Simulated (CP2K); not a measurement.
Two runs for the C K edge of cyclopropenylium. Run A: CP2K XAS_TDP, all-electron GAPW, PBEh(45%), aug-cc-pVTZ, TDA, no relativity. Run B differs in one setting.

First lines with a strength over 0.0015. A:

```
                             atom  energy (eV)  states  strength, one atom
C1 (bonded to 2 C and H), 2 alike       280.86       1              0.0765
                                        287.77       1              0.0419
                                        287.81       1              0.0116
                                        289.23       1              0.0077
                                        289.29       1              0.0072
         C3 (bonded to 2 C and H)       280.86       1              0.0765
                                        287.77       1              0.0397
                                        287.81       1              0.0137
                                        289.22       1              0.0077
                                        289.29       1              0.0072
```

B:

```
                             atom  energy (eV)  states  strength, one atom
C1 (bonded to 2 C and H), 2 alike       286.28       1              0.0751
                                        293.19       1              0.0411
                                        293.22       1              0.0114
                                        294.64       1              0.0075
                                        294.71       1              0.0071
         C3 (bonded to 2 C and H)       286.28       1              0.0751
                                        293.19       1              0.0389
                                        293.23       1              0.0135
                                        294.63       1              0.0075
                                        294.71       1              0.0070
```

**Question.** Which was it: GW2X switched on, the functional, the basis, scalar relativity switched on?

GW2X switched on. GW2X shifts an atom's lines together and keeps their spacings. Against PBEh(45%) in aug-cc-pVTZ, the leading lines move by +5.42 eV (C1, to 286.28) and +5.42 eV (C3, to 286.28).

[Banner, clock and machine lines of the logs are left out without a mark of their own.]

[Logs are printed without paths, hosts, clocks, repeated set-up lines and the standing remarks that a program may print on its own settings, such as how far it seeks lower states.]

[Hosts, paths, dates, database ids (printed as entryN), source tags and the programs' standing remarks are cut or masked in the printed files.]
